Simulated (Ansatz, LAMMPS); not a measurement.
**Molecular dynamics of ionic liquid ethylpyridinium acetate at 400 K (225 atoms)**

Aim: follow ionic liquid ethylpyridinium acetate at 400 K (225 atoms) for a short time with forces from DFT, then look at structure and electrons in the last frame.

Main program and level: Ansatz 0.2.0; Kohn-Sham DFT, r2SCAN+D3(BJ), PAW (set soft_2), plane waves.

### Step 1. Starting point

The cell holds 225 atoms: 81 C, 9 N, 117 H and 18 O. Cell: a = 13.259 Å, b = 13.259 Å, c = 13.259 Å, α = 90.0°, β = 90.0°, γ = 90.0°. 9 ethylpyridinium, 9 acetate placed at random, at 1.07 g/cm³; overlaps pushed apart, then 10 ps at 700 K with MMFF94 bonds, angles, torsions, charges and radii (Halgren, J. Comput. Chem. 17, 490 (1996)) in harmonic and 12-6 forms; charges of ions scaled by 0.8. Snapshot after 30 ps at 400 K and fixed volume.

Limits known from the start: The network of contacts between molecules at the start is that of the classical potential that made the cell. The density was typed from a rule of thumb and may lie off the real one at this temperature. Only the Γ point is sampled, in a cell whose shortest periodic width is 13 Å.

### Step 2. Single point at the start

A single point comes first, to see the forces before anything moves.

input.yaml

```yaml
crystal:
  lattice:
    - [13.25922, 0.0, 0.0]
    - [0.0, 13.25922, 0.0]
    - [0.0, 0.0, 13.25922]
  atoms:
    - { symbol: C, position: [0.45282, 0.29424, 0.32866] }
    - { symbol: C, position: [0.45511, 0.40564, 0.34655] }
    - { symbol: "N", position: [0.55642, 0.44759, 0.36621] }
    - { symbol: C, position: [0.61339, 0.49259, 0.29386] }
    [... 215 atom lines left out ...]
    - { symbol: C, position: [0.7699, 0.50346, 0.04962] }
    - { symbol: O, position: [0.69483, 0.54998, 0.08598] }
    - { symbol: O, position: [0.78033, 0.4162, 0.01247] }
    - { symbol: H, position: [0.85526, 0.64345, 0.05939] }
    - { symbol: H, position: [0.92821, 0.53256, 0.10858] }
    - { symbol: H, position: [0.91748, 0.55216, 0.97932] }
kpoints:
  mp_grid: { grid: [1, 1, 1] }
hamiltonian:
  xc: r2scan
  dispersion: d3bj
scf:
  occupations: { method: fixed }
output:
  forces: true
  stress: true
```

Launch:

```bash
$ ansatz run input.yaml --threads 4 --pin off --max-ram 8192MiB --backend cpu --events-out ev --progress --plain --runs-dir out
```

Elapsed: 1.7 min, on 4 threads of Arm Neoverse V1, shared host; peak memory 6.3 GiB; 6.6 min of CPU time.

Notices of the run: dispersion damping borrowed.

Read from the output:

- free energy: -35944.5520 eV
- free energy per atom: -159.7536 eV/atom
- SCF cycles: 12
- pressure: -0.1827 GPa
- r.m.s. force component: 1.081 eV/Å
- longest force: 4.947 eV/Å
- Fermi energy: 0.625 eV

The r.m.s. force component of 1.1 eV/Å and the pressure of -0.18 GPa set the starting point.

Neighbours are counted within 1.34 Å (H-C), 1.85 Å (C-C), 1.68 Å (C-O), 1.79 Å (C-N).

Length of the force by element and coordination:

| element | coordination | atoms | mean length of the force (eV/Å) | spread | least | most |
| --- | --- | --- | --- | --- | --- | --- |
| C | all | 81 | 2.30 | 0.913 | 0.498 | 4.95 |
| C | 3 | 54 | 2.31 | 0.911 | 0.498 | 4.95 |
| C | 4 | 27 | 2.28 | 0.918 | 0.578 | 3.84 |
| H | all | 117 | 1.16 | 0.696 | 0.154 | 3.38 |
| N | all | 9 | 1.76 | 0.911 | 0.617 | 3.81 |
| O | all | 18 | 1.40 | 0.697 | 0.431 | 3.31 |

### Step 3. Dynamics at 400 K

A Langevin thermostat couples each atom to a heat bath, at the price of damped dynamics. The time step is 0.5 fs, short enough for the stretching of bonds to hydrogen.

Edit input.yaml of step 2 so:

```diff
@@ -17 +17,8 @@
   stress: true
+md:
+  timestep: 0.5
+  n_steps: 37
+  ensemble: nvt_langevin
+  temperature: 400
+  initial_velocities: maxwell_boltzmann
+  seed: 2820
```

The job ended after 41 min (4 threads; peak memory 6.2 GiB).

The program notes that the SCF threshold is loose for the stress and it switched symmetry off.

Rows from the run:

| time (fs) | T (K) | potential (meV/atom) |
| --- | --- | --- |
| 0.0 | 398 | 0.0 |
| 1.0 | 402 | 0.1 |
| 2.5 | 424 | -2.8 |
| 3.5 | 423 | -3.1 |
| 5.0 | 409 | -0.8 |
| 6.0 | 398 | 0.3 |
| 7.5 | 405 | -0.9 |
| 8.5 | 419 | -2.5 |
| 10.0 | 411 | -1.9 |
| 11.0 | 405 | -1.0 |
| 12.5 | 415 | -2.8 |
| 13.5 | 425 | -3.9 |
| 15.0 | 411 | -1.7 |
| 16.0 | 396 | 0.1 |
| 17.5 | 398 | 0.6 |
| 18.5 | 402 | 0.0 |

Mean square displacement from the first frame to the last: C 0.015 Å², N 0.011 Å², H 0.078 Å², O 0.019 Å².

Mean square displacement against time lag:

| time lag (fs) | C (Å²) | H (Å²) | N (Å²) | O (Å²) |
| --- | --- | --- | --- | --- |
| 0.50 | 2.2e-5 | 2.5e-4 | 1.7e-5 | 1.9e-5 |
| 1.00 | 8.7e-5 | 0.00100 | 6.8e-5 | 7.7e-5 |
| 1.50 | 2.0e-4 | 0.00222 | 1.5e-4 | 1.7e-4 |
| 2.00 | 3.5e-4 | 0.00386 | 2.7e-4 | 3.1e-4 |
| 2.50 | 5.4e-4 | 0.00586 | 4.1e-4 | 4.8e-4 |
| 3.00 | 7.7e-4 | 0.00817 | 5.9e-4 | 6.9e-4 |
| 3.50 | 0.00103 | 0.0107 | 7.9e-4 | 9.3e-4 |
| 4.00 | 0.00133 | 0.0134 | 0.00102 | 0.00122 |
| 4.50 | 0.00166 | 0.0162 | 0.00127 | 0.00153 |
| 5.00 | 0.00202 | 0.0191 | 0.00155 | 0.00188 |
| 5.50 | 0.00241 | 0.0219 | 0.00184 | 0.00227 |
| 6.00 | 0.00282 | 0.0247 | 0.00216 | 0.00269 |
| 6.50 | 0.00325 | 0.0275 | 0.00248 | 0.00314 |
| 7.00 | 0.00371 | 0.0301 | 0.00282 | 0.00362 |
| 7.50 | 0.00417 | 0.0327 | 0.00317 | 0.00414 |
| 8.00 | 0.00466 | 0.0353 | 0.00353 | 0.00468 |
| 8.50 | 0.00515 | 0.0378 | 0.00389 | 0.00524 |
| 9.00 | 0.00566 | 0.0404 | 0.00425 | 0.00584 |
| 9.50 | 0.00618 | 0.0429 | 0.00462 | 0.00646 |

The drift taken off is the plain mean over atoms, not the centre of mass, so with hydrogen in the cell the heavy atoms' values at short lags are too large.

Over the second half of 18 fs the temperature averages 407 K with swings of 10 K r.m.s. From first frame to last H has the largest mean square displacement, 0.078 Å² at the end; the farthest move is 0.68 Å. The run spans 0.02 ps, too short for its means to be equilibrium values.

### Step 4. Local order late in the run

The g(r) is a mean over the second half; what follows it is taken at the last frame.

Bonds before and after, by the cutoffs listed below:

| pair | bonds before | bonds after | mean before (Å) | mean after (Å) | spread before (Å) | spread after (Å) |
| --- | --- | --- | --- | --- | --- | --- |
| H-C | 117 | 117 | 1.090 | 1.094 | 0.036 | 0.035 |
| C-C | 54 | 54 | 1.437 | 1.436 | 0.068 | 0.077 |
| C-O | 18 | 18 | 1.256 | 1.260 | 0.017 | 0.028 |
| C-N | 27 | 27 | 1.385 | 1.398 | 0.069 | 0.082 |

Density 1.07 g/cm³, 10.36 Å³ an atom.

Mean of 20 frames. Pair distribution functions g(r), in bins of 0.2 Å:

| r (Å) | total | H-H | H-C | H-O | H-N | C-C | C-O |
| --- | --- | --- | --- | --- | --- | --- | --- |
| 0.90 | 0.02 | 0.00 | 0.04 | 0.00 | 0.00 | 0.00 | 0.00 |
| 1.10 | 3.59 | 0.00 | 9.57 | 0.00 | 0.00 | 0.00 | 0.00 |
| 1.30 | 1.27 | 0.00 | 0.01 | 0.00 | 0.00 | 3.88 | 7.15 |
| 1.50 | 0.63 | 0.04 | 0.00 | 0.00 | 0.00 | 3.52 | 0.00 |
| 1.70 | 0.53 | 1.93 | 0.00 | 0.00 | 0.00 | 0.09 | 0.00 |
| 1.90 | 0.29 | 0.90 | 0.05 | 0.00 | 0.64 | 0.00 | 0.00 |
| 2.10 | 1.23 | 0.36 | 2.15 | 0.53 | 6.55 | 0.00 | 0.00 |
| 2.30 | 1.08 | 0.90 | 0.93 | 0.93 | 0.14 | 1.42 | 0.99 |
| 2.50 | 0.97 | 1.58 | 0.31 | 1.46 | 0.70 | 1.22 | 1.00 |
| 2.70 | 0.87 | 1.10 | 0.60 | 2.31 | 0.84 | 0.53 | 0.24 |
| 2.90 | 0.71 | 0.78 | 0.63 | 1.83 | 1.02 | 0.22 | 0.57 |
| 3.10 | 0.79 | 0.95 | 0.75 | 1.50 | 0.22 | 0.38 | 1.10 |
| 3.30 | 1.06 | 0.81 | 1.44 | 1.36 | 2.05 | 0.33 | 0.96 |
| 3.50 | 0.93 | 0.85 | 1.11 | 0.77 | 0.87 | 0.75 | 1.23 |
| 3.70 | 0.93 | 0.86 | 1.00 | 0.86 | 0.77 | 1.17 | 0.89 |
| 3.90 | 0.96 | 0.86 | 1.07 | 0.81 | 0.92 | 0.89 | 1.47 |
| 4.10 | 0.97 | 1.07 | 0.96 | 0.92 | 0.72 | 1.09 | 0.97 |
| 4.30 | 1.08 | 1.17 | 1.03 | 0.98 | 0.81 | 1.25 | 1.00 |
| 4.50 | 1.07 | 1.04 | 1.14 | 0.97 | 0.80 | 1.15 | 1.05 |
| 4.70 | 1.06 | 1.00 | 1.11 | 1.04 | 0.83 | 1.25 | 0.89 |
| 4.90 | 1.03 | 1.06 | 1.00 | 1.06 | 0.95 | 1.15 | 1.09 |
| 5.10 | 1.04 | 1.02 | 1.01 | 1.08 | 0.77 | 1.14 | 1.15 |
| 5.30 | 1.06 | 1.12 | 0.88 | 1.08 | 1.10 | 1.26 | 1.18 |
| 5.50 | 1.00 | 1.01 | 0.97 | 0.99 | 0.97 | 0.97 | 1.49 |
| 5.70 | 1.04 | 1.03 | 1.01 | 1.02 | 1.25 | 0.86 | 1.24 |
| 5.90 | 0.99 | 0.96 | 0.97 | 0.94 | 1.12 | 0.87 | 1.31 |
| 6.10 | 0.97 | 0.98 | 0.97 | 0.89 | 1.03 | 0.90 | 0.97 |
| 6.30 | 0.95 | 0.87 | 0.95 | 1.00 | 1.11 | 0.92 | 0.99 |

Bonds by pair of elements; cutoffs follow the first minimum of g(r), held within bounds set by covalent radii, and pairs that aren't listed don't count as bonded:

| pair A-B | cutoff (Å) | bonds | mean length (Å) | spread (Å) | shortest (Å) | B about A | A about B |
| --- | --- | --- | --- | --- | --- | --- | --- |
| H-C | 1.34 | 117 | 1.09 | 0.035 | 0.998 | 1 | 1.44 |
| C-C | 1.85 | 54 | 1.44 | 0.077 | 1.33 | 1.33 | 1.33 |
| C-O | 1.73 | 18 | 1.26 | 0.028 | 1.21 | 0.222 | 1 |
| C-N | 1.79 | 27 | 1.40 | 0.082 | 1.30 | 0.333 | 3 |

How many atoms have how many bonded neighbours:

| element | mean | 1 | 3 | 4 |
| --- | --- | --- | --- | --- |
| C | 3.33 | 0 | 54 | 27 |
| H | 1 | 117 | 0 | 0 |
| N | 3 | 0 | 9 | 0 |
| O | 1 | 18 | 0 | 0 |

Bond angles, per cent of each kind in bins of 5°:

| angle (°) | C-C-H | H-C-H | H-C-N | C-C-N | C-C-C |
| --- | --- | --- | --- | --- | --- |
| 90–95 | 0.0 | 4.8 | 0.0 | 0.0 | 0.0 |
| 95–100 | 1.4 | 4.8 | 5.6 | 0.0 | 0.0 |
| 100–105 | 4.2 | 20.6 | 13.9 | 0.0 | 0.0 |
| 105–110 | 14.6 | 38.1 | 22.2 | 14.8 | 0.0 |
| 110–115 | 21.5 | 23.8 | 11.1 | 18.5 | 3.7 |
| 115–120 | 27.1 | 6.3 | 30.6 | 48.1 | 63.0 |
| 120–125 | 21.5 | 1.6 | 16.7 | 18.5 | 29.6 |
| 125–130 | 8.3 | 0.0 | 0.0 | 0.0 | 3.7 |
| 130–135 | 1.4 | 0.0 | 0.0 | 0.0 | 0.0 |

Bond angles (no mean is given where the spread exceeds 20°):

| angle | count | mean (°) | spread (°) |
| --- | --- | --- | --- |
| C-C-H | 144 | 116 | 6.8 |
| H-C-H | 63 | 108 | 6 |
| H-C-N | 36 | 112 | 7.6 |
| C-C-N | 27 | 116 | 4.7 |
| C-C-C | 27 | 119 | 2.5 |

Bond length by coordination (bonds to H left out):

| element | coordination | atoms | mean bond length (Å) |
| --- | --- | --- | --- |
| C | 3 | 54 | 1.37 |
| C | 4 | 27 | 1.52 |

Rings of the network by King's shortest-path rule, up to 12 atoms, one path for each pair of neighbours; H, halogens, alkali and alkaline-earth atoms are left out, and the last column divides by all other atoms, bonded or not:

| ring size (atoms) | rings | per network atom |
| --- | --- | --- |
| 6 | 9 | 0.083 |

With the cutoffs above, 67 % of C atoms have 3, all H atoms have 1, all N atoms have 3 and all O atoms have 1 bonded neighbour. The C-C-H angle averages 116° with a spread of 7°. All rings counted have 6 atoms.

### Step 5. Single point at the last frame

The last frame is solved once more, with the analyses that the dynamics left out.

input.yaml

```yaml
crystal:
  lattice:
    - [13.25922, 0.0, 0.0]
    - [0.0, 13.25922, 0.0]
    - [0.0, 0.0, 13.25922]
  atoms:
    - { symbol: C, position: [0.45781, 0.29339, 0.3421] }
    - { symbol: C, position: [0.45177, 0.41025, 0.34238] }
    - { symbol: "N", position: [0.56184, 0.44798, 0.36074] }
    - { symbol: C, position: [0.6214, 0.48763, 0.29267] }
    [... 215 atom lines left out ...]
    - { symbol: C, position: [0.77889, 0.5081, 0.0539] }
    - { symbol: O, position: [0.69896, 0.5526, 0.08057] }
    - { symbol: O, position: [0.76776, 0.41435, 0.02646] }
    - { symbol: H, position: [0.8486, 0.65021, 0.05448] }
    - { symbol: H, position: [0.94403, 0.54628, 0.07144] }
    - { symbol: H, position: [0.89556, 0.55716, 0.96231] }
kpoints:
  mp_grid: { grid: [1, 1, 1] }
hamiltonian:
  xc: r2scan
  dispersion: d3bj
scf:
  occupations: { method: fixed }
output:
  forces: true
  stress: true
  populations: intrinsic
  dos:
    method: { smearing: { sigma: 0.15 } }
    de: 0.1
    projected: { site_lists: { C: [C], H: [H], "N": ["N"], O: [O] } }
  eigenvalues: true
  write_density: true
  write_potential: true
  volumetric_format: npy
```

The job ended after 2.6 min (4 threads; peak memory 6.5 GiB).

The program notes that the exchange-correlation potential is rough where the density is thin.

Read from the output:

```
free energy                                      : -35944.5479 eV
free energy per atom                             : -159.7535 eV/atom
SCF cycles                                       : 12
pressure                                         : -0.8198 GPa
r.m.s. force component                           : 1.037 eV/Å
longest force                                    : 5.137 eV/Å
Fermi energy                                     : 0.6623 eV
gap (highest filled to lowest empty level) : 0.9653 eV
```

Neighbours are counted within 1.34 Å (H-C), 1.85 Å (C-C), 1.73 Å (C-O), 1.79 Å (C-N), the cutoffs taken from the dynamics.

Length of the force by element and coordination:

| element | coordination | atoms | mean length of the force (eV/Å) | spread | least | most |
| --- | --- | --- | --- | --- | --- | --- |
| C | all | 81 | 2.18 | 0.809 | 0.640 | 5.14 |
| C | 3 | 54 | 2.13 | 0.736 | 0.671 | 3.65 |
| C | 4 | 27 | 2.29 | 0.929 | 0.640 | 5.14 |
| H | all | 117 | 1.09 | 0.665 | 0.125 | 3.92 |
| N | all | 9 | 2.20 | 0.747 | 0.701 | 3.01 |
| O | all | 18 | 1.48 | 0.695 | 0.341 | 3.40 |

Intrinsic-atomic-orbital charges by element and coordination:

| element | coordination | atoms | mean charge (e) | spread | least | most |
| --- | --- | --- | --- | --- | --- | --- |
| C | all | 81 | -0.140 | 0.309 | -0.648 | 0.559 |
| C | 3 | 54 | 0.0094 | 0.247 | -0.194 | 0.559 |
| C | 4 | 27 | -0.440 | 0.172 | -0.648 | -0.173 |
| H | all | 117 | 0.198 | 0.0235 | 0.141 | 0.243 |
| N | all | 9 | 0.033 | 0.0108 | 0.0177 | 0.0521 |
| O | all | 18 | -0.669 | 0.0297 | -0.726 | -0.611 |

Density of states as counts of states in windows of 1 eV (from the Fermi level), total and the larger projections:

| from (eV) | to (eV) | total | C p | H s | O p | C s | N p |
| --- | --- | --- | --- | --- | --- | --- | --- |
| -14 | -13 | 41.5 | 11.6 | 8.0 | 0.2 | 16.2 | 3.9 |
| -13 | -12 | 19.1 | 6.7 | 3.6 | 0.0 | 6.1 | 2.1 |
| -12 | -11 | 8.1 | 2.8 | 1.9 | 0.0 | 2.4 | 0.8 |
| -11 | -10 | 8.1 | 4.4 | 2.0 | 0.0 | 0.8 | 0.6 |
| -10 | -9 | 26.2 | 16.4 | 4.3 | 0.1 | 2.3 | 2.5 |
| -9 | -8 | 41.4 | 20.9 | 8.4 | 1.9 | 3.9 | 4.2 |
| -8 | -7 | 51.4 | 27.7 | 9.1 | 3.2 | 2.6 | 5.9 |
| -7 | -6 | 46.6 | 28.7 | 10.6 | 4.3 | 0.4 | 1.1 |
| -6 | -5 | 83.2 | 47.0 | 16.5 | 13.5 | 0.6 | 1.8 |
| -5 | -4 | 53.9 | 27.9 | 13.0 | 9.0 | 0.2 | 2.2 |
| -4 | -3 | 44.0 | 29.2 | 5.5 | 5.9 | 0.2 | 2.9 |
| -3 | -2 | 5.2 | 4.8 | 0.1 | 0.2 | 0.0 | 0.1 |
| -2 | -1 | 18.3 | 0.9 | 0.1 | 16.9 | 0.1 | 0.0 |
| -1 | 0 | 34.8 | 3.1 | 0.5 | 30.0 | 0.5 | 0.1 |
| 0 | 1 | 2.9 | 1.5 | 0.0 | 0.8 | 0.0 | 0.4 |
| 1 | 2 | 16.7 | 12.6 | 0.3 | 0.1 | 0.1 | 3.1 |
| 2 | 3 | 17.3 | 15.6 | 0.2 | 0.1 | 0.1 | 0.4 |
| 3 | 4 | 2.0 | 0.2 | 0.9 | 0.0 | 0.3 | 0.0 |
| 4 | 5 | 25.1 | 4.8 | 8.5 | 1.2 | 2.7 | 0.1 |

With fixed occupations the program's Fermi level is the highest filled level.

Between -24 and -14 eV lie 111 more states.

The levels nearest the highest filled one (over half full), pooled over k-points and spins:

| level less the highest filled one (eV) | occupation |
| --- | --- |
| -0.416 | 2 |
| -0.416 | 2 |
| -0.356 | 2 |
| -0.276 | 2 |
| -0.111 | 2 |
| 0 | 2 |
| 0.965 | 0 |
| 1.13 | 0 |
| 1.22 | 0 |
| 1.40 | 0 |
| 1.58 | 0 |
| 1.60 | 0 |

Mean intrinsic-atomic-orbital charges: C -0.14, H +0.20, N +0.03, O -0.67 e. The largest share in the top eV of filled states is O p (88 % of the projected weight), and in the lowest eV of empty states C p (77 % of the projected weight).

### Step 6. Summary of results

```
mean temperature, second half                    : 407.5 K
temperature swing, second half                   : 10.01 K
mean pressure, second half                       : -0.1998 GPa
free energy per atom                             : -159.7535 eV/atom
pressure                                         : -0.8198 GPa
r.m.s. force component                           : 1.037 eV/Å
gap (highest filled to lowest empty level) : 0.9653 eV
wall time of the 3 DFT runs                      : 45 min
```

**Reading.** Over the second half of 18 fs the temperature averages 407 K with swings of 10 K r.m.s. The run spans 0.02 ps, too short for its means to be equilibrium values. With the cutoffs above, 67 % of C atoms have 3, all H atoms have 1, all N atoms have 3 and all O atoms have 1 bonded neighbour. The highest filled and lowest empty levels differ by 0.965 eV (at Γ alone); a semilocal functional tends to put such gaps too low. In a disordered cell it changes from sample to sample and from frame to frame.

Caveats: The network of contacts between molecules at the start is that of the classical potential that made the cell; DFT moved the atoms only locally, and no bond changed. The pressure of a single frame lacks the kinetic term, about 0.54 GPa here.

[Logs are printed without paths, hosts, clocks, repeated set-up lines and the standing remarks that a program may print on its own settings, such as how far it seeks lower states.]

[Hosts, paths, dates, database ids (printed as entryN), source tags and the programs' standing remarks are cut or masked in the printed files.]

[The MMFF94 radii named for the starting cell were scaled by 0.96; in molecules described by MMFF94, hydrogen bound to N, O or S took a small fixed 12-6 site in their place.]
